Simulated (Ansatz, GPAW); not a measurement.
# How Li3SCl (model structure) absorbs and reflects light

Wanted: where Li3SCl (model structure) starts to absorb, how strongly, and its refractive index. The structure is a model built here, which may or may not match a known phase. It was built so: All Br replaced by Cl and O replaced by S in the Pm-3m structure of Li3BrO. The cell is first relaxed with Ansatz.

Method: DFT, PBE, plane-wave PAW (GPAW data sets), scalar-relativistic, RPA, optical limit, in GPAW 26.7.0.

### Step 1. The structure

It takes space group Pm-3m (No. 221, cubic). The conventional cell has a = 4.190 Å, b = 4.190 Å, c = 4.190 Å, α = 90.00°, β = 90.00°, γ = 90.00°. Nearest to Cl lie 12 Li at 2.96 Å. Nearest to S lie 6 Li at 2.10 Å. Nearest to Li lie 2 S at 2.10 Å and 4 Cl at 2.96 Å and 8 Li at 2.96 Å. All Br replaced by Cl and O replaced by S in the Pm-3m structure of Li3BrO. Farther neighbours and most contacts between anions are not listed.

### Step 2. Relaxation

The structure was built or cut out here, so it is relaxed before any spectrum is computed.

This step: DFT, PBE, plane-wave PAW, default files, scalar-relativistic, relaxation (Ansatz 0.2.0).

Contents of input.yaml:

```yaml
crystal:
  lattice:
    - [4.19048842, 0.0, 0.0]
    - [0.0, 4.19048842, 0.0]
    - [0.0, 0.0, 4.19048842]
  atoms:
    - { symbol: Cl, position: [0.5, 0.5, 0.5] }
    - { symbol: S, position: [0.0, 0.0, 0.0] }
    - { symbol: Li, position: [0.0, 0.0, 0.5] }
    - { symbol: Li, position: [0.0, 0.5, 0.0] }
    - { symbol: Li, position: [0.5, 0.0, 0.0] }
kpoints:
  mp_grid: { grid: [5, 5, 5] }
scf:
  occupations: { method: fermi_dirac, width: 0.05 }
hamiltonian:
  xc: pbe
output:
  forces: true
  stress: true
relax:
  f_tol: 0.02
  max_steps: 50
  cell: {}
```

The run is started by

```
$ ansatz run input.yaml --threads 1 --pin off --max-ram 4096MiB --backend cpu --events-out ev --progress --plain --runs-dir out
```

Numbers of over 12 decimals in the logs are rounded to 6 here.

The log of the run:

```text
Engine: ansatz 0.2.0, aarch64-unknown-linux-gnu
Pseudopotentials: kind: paw
Pseudopotential: Cl, paw, valence charge 7, recommended cutoff 420 eV (normal), Cl.paw.azcp
Pseudopotential: S, paw, valence charge 6, recommended cutoff 420 eV (normal), S.paw.azcp
Pseudopotential: Li, paw, valence charge 3, recommended cutoff 420 eV (normal), Li.paw.azcp
Functional definition: PBE
  parameter kappa = 0.804
  parameter beta = 0.066725
  exchange = pbe_x(kappa = kappa, mu = beta*pi^2/3)
  correlation = pbe_c(beta = beta)
Crystal: 5 atoms, lattice volume = 73.586 Å³
Basis set: ecut = 420 eV, 1419 PW (Γ), exchange–correlation on 60×60×60 points (8 copies of the dense FFT grid, shifted against one another)
Bands: 16, of which v1, the nominal top of the filled ones, is band 11 counted from 1 (10 counted from 0)
Symmetry: 48 space group operations
Space group: Pm-3m (ITA 221), of the structure as read, at distance tolerance 4.2e-5 Å
k-points: 10 of 125
Non-local potential: Cl, projectors of the file, l = 0: 2, l = 1: 2, l = 2: 2
Non-local potential: S, projectors of the file, l = 0: 2, l = 1: 2, l = 2: 2
Non-local potential: Li, projectors of the file, l = 0: 3, l = 1: 2, l = 2: 1
PAW form: soft (Blöchl's): semilocal exchange-correlation on the pseudo side does not see the compensation charge
PAW one-centre angular grid: Cl, 110 points (default); XC on 64 Gauss nodes
PAW one-centre angular grid: S, 110 points (default); XC on 64 Gauss nodes
PAW one-centre angular grid: Li, 110 points (default); XC on 64 Gauss nodes
Initial density: superposition of atomic densities (neutral atoms: chi_scale 0, normalization atom), corrected by the library's trained network
Initial wavefunctions: pseudopotential atomic-orbital guess
Functional: x = pbe(κ = 0.804, μ = 0.219515), c = pbe(β = 0.066725)
SCF iter   1: F=—  HF=-2601.717055 eV  |F-HF|=—  |Δ(HF+E_count)|=         —  Δρ=1.82e-3  dr2=6.36e-3  ethr=1.77e-3  ⟨swp⟩=5.5  Hψ=826  notcnv=0
preconditioner: auto → Resta (q_TF=auto, 2.231 Å⁻¹)  ε∞=3.2  [insulator: Δε(μ)=4.271 eV  Ē_g=11.578 eV  σ=0.050 eV  W_gap=1.00  n_scr=18 (ndim 8)  ℏωp=17.3 eV  f_vac=0.000  D(μ)=0.00/eV (n_scr^D=0)  ε∞_Penn≈3.2]
SCF iter   2: F=—  HF=-2601.714081 eV  |F-HF|=—  |Δ(HF+E_count)|=   2.97e-3  Δρ=5.81e-4  dr2=5.92e-4  ethr=2.89e-5  ⟨swp⟩=1.8  Hψ=268  notcnv=0
SCF iter   3: F=—  HF=-2601.713917 eV  |F-HF|=—  |Δ(HF+E_count)|=   1.63e-4  Δρ=2.93e-4  dr2=1.04e-4  ethr=2.69e-6  ⟨swp⟩=2.0  Hψ=174  notcnv=0
SCF iter   4: F=—  HF=-2601.713911 eV  |F-HF|=—  |Δ(HF+E_count)|=   6.49e-6  Δρ=6.35e-5  dr2=2.96e-6  ethr=4.71e-7  ⟨swp⟩=2.3  Hψ=208  notcnv=0
SCF iter   5: F=—  HF=-2601.714130 eV  |F-HF|=—  |Δ(HF+E_count)|=   2.19e-4  Δρ=1.55e-5  dr2=1.62e-7  ethr=1.35e-8  ⟨swp⟩=2.0  Hψ=260  notcnv=0
SCF iter   6: F=-2601.714130 eV  HF=-2601.714130 eV  |F-HF|=1.92e-9  |Δ(HF+E_count)|=   1.45e-7  Δρ=2.02e-6  dr2=2.59e-9  ethr=4.55e-10  ⟨swp⟩=4.0  Hψ=495  notcnv=0
SCF 1 converged in 6 iterations: F = -2601.714130 eV  dr2 = 2.59e-9
  greatest PAW one-centre occupation: 1.000 electrons in one spin orbital (limit 2), on the Li atom at site 4 (counted from 0), in its partial waves of l = 0
relax step   1: F+E_penalty+E_count = -2601.71412994 eV  Δ(F+E_penalty+E_count) = +0.000e0 eV  max|allowed force component| = 2.112e-30 eV/Å  Δτ_max = 0.0000 Å  P = +13.501 GPa  Ω = 73.586 Å³  (6 SCF iters, dr2 threshold 1.00e-7 eV, accepted)
Crystal: 5 atoms, lattice volume = 83.167 Å³
Basis set: ecut = 420 eV, 1647 PW (Γ), exchange–correlation on 60×60×60 points (8 copies of the dense FFT grid, shifted against one another)
Initial density: handed on by an earlier stage of this run
Initial wavefunctions: those handed on with the density
iter 1 solved again at ethr=9.89e-4 eV; its pass at ethr=3.10e-3 eV (dr2=2.18e-1 eV) is discarded
SCF iter   1: F=—  HF=-2602.354246 eV  |F-HF|=—  |Δ(HF+E_count)|=         —  Δρ=9.09e-3  dr2=2.16e-1  ethr=9.89e-4  ⟨swp⟩=1.0  Hψ=1024  notcnv=0
preconditioner: auto → Resta (q_TF=auto, 2.186 Å⁻¹)  ε∞=3.1  [insulator: Δε(μ)=4.286 eV  Ē_g=11.158 eV  σ=0.050 eV  W_gap=1.00  n_scr=18 (ndim 8)  ℏωp=16.3 eV  f_vac=0.000  D(μ)=0.00/eV (n_scr^D=0)  ε∞_Penn≈3.1]
SCF iter   2: F=—  HF=-2602.283095 eV  |F-HF|=—  |Δ(HF+E_count)|=   7.12e-2  Δρ=3.24e-3  dr2=2.79e-2  ethr=9.83e-4  ⟨swp⟩=2.1  Hψ=238  notcnv=0
SCF iter   3: F=—  HF=-2602.272888 eV  |F-HF|=—  |Δ(HF+E_count)|=   1.02e-2  Δρ=1.67e-3  dr2=4.06e-3  ethr=1.27e-4  ⟨swp⟩=2.1  Hψ=278  notcnv=0  defer=9
SCF iter   4: F=—  HF=-2602.272066 eV  |F-HF|=—  |Δ(HF+E_count)|=   8.22e-4  Δρ=2.72e-4  dr2=6.68e-5  ethr=1.85e-5  ⟨swp⟩=2.5  Hψ=211  notcnv=0  defer=9
SCF iter   5: F=—  HF=-2602.272398 eV  |F-HF|=—  |Δ(HF+E_count)|=   3.32e-4  Δρ=7.54e-5  dr2=4.55e-6  ethr=3.04e-7  ⟨swp⟩=2.0  Hψ=231  notcnv=0  defer=9
SCF iter   6: F=-2602.272403 eV  HF=-2602.272402 eV  |F-HF|=2.72e-7  |Δ(HF+E_count)|=   4.56e-6  Δρ=1.32e-5  dr2=1.49e-7  ethr=2.27e-9  ⟨swp⟩=4.3  Hψ=510  notcnv=0
SCF 2 converged in 6 iterations: F = -2602.272403 eV  dr2 = 1.49e-7
  greatest PAW one-centre occupation: 1.000 electrons in one spin orbital (limit 2), on the Li atom at site 3 (counted from 0), in its partial waves of l = 0
relax step   2: F+E_penalty+E_count = -2602.27240256 eV  Δ(F+E_penalty+E_count) = -5.583e-1 eV  max|allowed force component| = 2.722e-30 eV/Å  Δτ_max = 0.0000 Å  P = +5.852 GPa  Ω = 83.167 Å³  energy of the carried Pulay correction = -1.113e-4 eV  (6 SCF iters, dr2 threshold 5.00e-7 eV, accepted)
Crystal: 5 atoms, lattice volume = 92.342 Å³
Basis set: ecut = 420 eV, 1839 PW (Γ), exchange–correlation on 60×60×60 points (8 copies of the dense FFT grid, shifted against one another)
iter 1 solved again at ethr=6.23e-4 eV; its pass at ethr=3.10e-3 eV (dr2=1.37e-1 eV) is discarded
SCF iter   1: F=—  HF=-2602.522801 eV  |F-HF|=—  |Δ(HF+E_count)|=         —  Δρ=6.73e-3  dr2=1.37e-1  ethr=6.23e-4  ⟨swp⟩=1.0  Hψ=1040  notcnv=0
preconditioner: auto → Resta (q_TF=auto, 2.148 Å⁻¹)  ε∞=3.1  [insulator: Δε(μ)=4.203 eV  Ē_g=10.775 eV  σ=0.050 eV  W_gap=1.00  n_scr=18 (ndim 8)  ℏωp=15.5 eV  f_vac=0.000  D(μ)=0.00/eV (n_scr^D=0)  ε∞_Penn≈3.1]
SCF iter   2: F=—  HF=-2602.477834 eV  |F-HF|=—  |Δ(HF+E_count)|=   4.50e-2  Δρ=2.43e-3  dr2=1.77e-2  ethr=6.23e-4  ⟨swp⟩=2.3  Hψ=246  notcnv=0
SCF iter   3: F=—  HF=-2602.471493 eV  |F-HF|=—  |Δ(HF+E_count)|=   6.34e-3  Δρ=1.28e-3  dr2=2.97e-3  ethr=8.03e-5  ⟨swp⟩=2.0  Hψ=257  notcnv=0  defer=5
SCF iter   4: F=—  HF=-2602.470902 eV  |F-HF|=—  |Δ(HF+E_count)|=   5.91e-4  Δρ=2.21e-4  dr2=4.88e-5  ethr=1.35e-5  ⟨swp⟩=2.6  Hψ=215  notcnv=0  defer=5
SCF iter   5: F=—  HF=-2602.471186 eV  |F-HF|=—  |Δ(HF+E_count)|=   2.84e-4  Δρ=5.86e-5  dr2=3.30e-6  ethr=2.22e-7  ⟨swp⟩=2.0  Hψ=252  notcnv=0  defer=5
SCF iter   6: F=-2602.471192 eV  HF=-2602.471192 eV  |F-HF|=2.37e-7  |Δ(HF+E_count)|=   5.45e-6  Δρ=1.13e-5  dr2=1.00e-7  ethr=2.27e-9  ⟨swp⟩=4.5  Hψ=510  notcnv=0
SCF 3 converged in 6 iterations: F = -2602.471192 eV  dr2 = 1.00e-7
  greatest PAW one-centre occupation: 1.000 electrons in one spin orbital (limit 2), on the Li atom at site 2 (counted from 0), in its partial waves of l = 0
relax step   3: F+E_penalty+E_count = -2602.47119204 eV  Δ(F+E_penalty+E_count) = -1.988e-1 eV  max|allowed force component| = 7.511e-31 eV/Å  Δτ_max = 0.0000 Å  P = +1.445 GPa  Ω = 92.342 Å³  energy of the carried Pulay correction = -2.059e-4 eV  (6 SCF iters, dr2 threshold 5.00e-7 eV, accepted)
[...]
relax step   4: F+E_penalty+E_count = -2602.48912553 eV  Δ(F+E_penalty+E_count) = -1.793e-2 eV  max|allowed force component| = 1.874e-30 eV/Å  Δτ_max = 0.0000 Å  P = +0.252 GPa  Ω = 95.804 Å³  energy of the carried Pulay correction = -2.390e-4 eV  (6 SCF iters, dr2 threshold 5.00e-7 eV, accepted)
[...]
relax step   5: F+E_penalty+E_count = -2602.48975538 eV  Δ(F+E_penalty+E_count) = -6.298e-4 eV  max|allowed force component| = 1.365e-30 eV/Å  Δτ_max = 0.0000 Å  P = +0.004 GPa  Ω = 96.605 Å³  energy of the carried Pulay correction = -2.465e-4 eV  (5 SCF iters, dr2 threshold 1.59e-7 eV, accepted)
[...]
relax step   6: F+E_penalty+E_count = -2602.49228736 eV  Δ(F+E_penalty+E_count) = -2.532e-3 eV  max|allowed force component| = 1.187e-30 eV/Å  Δτ_max = 0.0000 Å  P = +0.059 GPa  Ω = 96.605 Å³  stress off target by 5.87e-2 GPa  SCF on the basis re-selected at this cell (its energy is not comparable with the rows above)  (7 SCF iters)
[...]
relax step   7: F+E_penalty+E_count = -2602.49232164 eV  Δ(F+E_penalty+E_count) = -3.428e-5 eV  max|allowed force component| = 2.288e-30 eV/Å  Δτ_max = 0.0000 Å  P = +0.002 GPa  Ω = 96.796 Å³  energy of the carried Pulay correction = -1.924e-6 eV  (5 SCF iters, dr2 threshold 8.60e-9 eV, accepted)
iter 1 solved again at ethr=3.75e-7 eV; its pass at ethr=3.10e-3 eV (dr2=8.26e-5 eV) is discarded
SCF iter   1: F=—  HF=-2602.492459 eV  |F-HF|=—  |Δ(HF+E_count)|=         —  Δρ=4.87e-6  dr2=1.54e-8  ethr=3.75e-7  ⟨swp⟩=3.1  Hψ=1250  notcnv=0
eigensolver tolerance schedule: the retry pair's looser diagonalisation over-reported the residual by 5345.63 of it (diagonalisation noise at 1.84 of the residual, at the tolerance the schedule requests for it); recorded, not acted on — ethr = c·dr2/N_el stays at c = 1.0e-1
preconditioner: auto → Resta (q_TF=auto, 2.131 Å⁻¹)  ε∞=3.1  [insulator: Δε(μ)=4.126 eV  Ē_g=10.544 eV  σ=0.050 eV  W_gap=1.00  n_scr=18 (ndim 8)  ℏωp=15.1 eV  f_vac=0.000  D(μ)=0.00/eV (n_scr^D=0)  ε∞_Penn≈3.1]
SCF iter   2: F=—  HF=-2602.492324 eV  |F-HF|=—  |Δ(HF+E_count)|=   1.35e-4  Δρ=2.50e-6  dr2=6.18e-9  ethr=7.02e-11  ⟨swp⟩=3.0  Hψ=364  notcnv=0
SCF iter   3: F=—  HF=-2602.492324 eV  |F-HF|=—  |Δ(HF+E_count)|=   1.16e-9  Δρ=1.57e-6  dr2=2.08e-9  ethr=2.81e-11  ⟨swp⟩=1.2  Hψ=168  notcnv=0
SCF iter   4: F=—  HF=-2602.492324 eV  |F-HF|=—  |Δ(HF+E_count)|=   1.73e-9  Δρ=4.88e-7  dr2=1.34e-10  ethr=9.47e-12  ⟨swp⟩=2.0  Hψ=230  notcnv=0
SCF iter   5: F=-2602.492324 eV  HF=-2602.492324 eV  |F-HF|=2.27e-12  |Δ(HF+E_count)|=  3.27e-10  Δρ=7.33e-8  dr2=7.28e-12  ethr=1.00e-12  ⟨swp⟩=4.1  Hψ=491  notcnv=0
SCF 8 converged in 5 iterations: F = -2602.492324 eV  dr2 = 7.28e-12
relax step   8: F+E_penalty+E_count = -2602.49232380 eV  Δ(F+E_penalty+E_count) = -2.153e-6 eV  max|allowed force component| = 3.800e-30 eV/Å  Δτ_max = 0.0000 Å  P = +0.002 GPa  Ω = 96.796 Å³  stress off target by 2.07e-3 GPa  SCF on the basis re-selected at this cell (its energy is not comparable with the rows above)  (5 SCF iters)
basis re-selected at this cell: Δ(F+E_penalty+E_count) = -2.153e-6 eV, ΔP = -0.000 GPa vs the last step (what re-selecting the basis moved, of the pressure what is left beyond the Pulay correction that the steps carried, after the strain that the cell walked since its last selection, with what the two solves' SCF thresholds leave and, on support functions, any second-order correction that the steps lacked; it is no m [...]
SCF converged after 5 iterations
Free energy (F): -2602.492324 eV
Harris-Foulkes:  -2602.492324 eV  (|F-HF|=2.27e-12)
Internal energy: -2602.492324 eV  (E = F + TS)
E sigma→0 (E₀):  -2602.492324 eV
Fermi energy:    2.906117 eV
--- Per-component energies (eV) ---
  E_band       = -306.388138
  E_kinetic    = 334.830010
  E_local      = -792.802640  (includes V_loc(G=0)·N_el)
  E_nonlocal   = -42.779709
  E_hartree    = 243.631279
  E_xc         = -237.987515
  E_vxc        = -252.877980  (∫ρ·V_xc dr)
  E_paw        = -1322.787272  (= ΣΔE_a)
  E_vpaw       = -40.020520  (= ΣTr[D̂ρ^β])
  E_aug_tail   = 0.000137  (compensation charges beyond the density's cutoff)
  E_ewald      = -784.596614
  E_smearing   = -0.000000  (= −TS)
  E_closure    = 0.000000  (closes the sum)
  Σ components = -2602.492324   (vs F -2602.492324, Δ=0.00e0)
--- Forces (eV/Å), atoms counted from 1 ---
  atom   1  Cl     0.00000000    -0.00000000     0.00000000
  atom   2  S      0.00000000     0.00000000    -0.00000000
  atom   3  Li     0.00000000     0.00000000    -0.00000000
  atom   4  Li     0.00000000     0.00000000     0.00000000
  atom   5  Li     0.00000000     0.00000000    -0.00000000
  max |Σ_I F_I| component: 2.04e-30 eV/Å
--- Stress (GPa, compression-positive) ---
        0.002071      -0.000000       0.000000
       -0.000000       0.002071       0.000000
        0.000000       0.000000       0.002071
  P = ⅓ Tr σ = 0.0021 GPa (0.021 kbar)
--- Relaxed structure (6 steps of the walk, 6 accepted, 2 SCFs on fresh bases) ---
  F+E_penalty+E_count = -2602.49232380 eV   max|allowed force component| = 3.800e-30 eV/Å   (the final SCF, on the basis selected at the relaxed cell)
  cell:  # Å, volume = 96.7965 Å³
    - [4.591485, 0, 0]
    - [0, 4.591485, 0]
    - [0, 0, 4.591485]
  atoms:
    - { symbol: Cl, position: [0.5, 0.500000, 0.500000] }
    - { symbol: S, position: [0, 0, 0] }
    - { symbol: Li, position: [0, 0, 0.500000] }
    - { symbol: Li, position: [0, 0.500000, 0] }
    - { symbol: Li, position: [0.5, 0, 0] }
```

Wall time 7.4 s (1 thread of Arm Neoverse V1, shared host); peak memory 0.29 GiB.

Step by step:

```tsv
step	energy less that of the first step (eV)	largest force component (eV/Å)	pressure (GPa)	volume (Å³)
1	0.0000	0.0000	13.50	73.59
2	-0.5583	0.0000	5.85	83.17
3	-0.7571	0.0000	1.45	92.34
4	-0.7750	0.0000	0.25	95.80
5	-0.7756	0.0000	0.00	96.61
6*	-0.7782	0.0000	0.06	96.61
7	-0.7782	0.0000	0.00	96.80
8*	-0.7782	0.0000	0.00	96.80
```

Relaxation steps marked * repeat the geometry before them on a plane-wave basis chosen anew for their cell, so energy and pressure can jump there.

The run keeps the 48 symmetry operations that it works with, so distortions that break them were not tested.

```tsv
conventional cell, symmetrised	before	after	change
a (Å)	4.190	4.591	+9.6 %
b (Å)	4.190	4.591	+9.6 %
c (Å)	4.190	4.591	+9.6 %
volume (Å³/atom)	14.72	19.36	+31.5 %
```

The relaxed structure:

```xyz
5
Lattice="4.5915 0.0000 0.0000 0.0000 4.5915 0.0000 0.0000 0.0000 4.5915" Properties=species:S:1:pos:R:3 pbc="T T T"
Cl    2.2957    2.2957    2.2957
S     0.0000    0.0000    0.0000
Li    0.0000    0.0000    2.2957
Li    0.0000    2.2957    0.0000
Li    2.2957    0.0000    0.0000
```

The relaxation ends with a pressure of 0.00 GPa.

[end of part 1 of 3]

[Machine, clock and banner lines and Python warnings are left out of the logs.]

[Logs are printed without paths, hosts, clocks, repeated set-up lines and the standing remarks that a program may print on its own settings, such as how far it seeks lower states.]

[Hosts, paths, dates, database ids (printed as entryN), source tags and the programs' standing remarks are cut or masked in the printed files.]
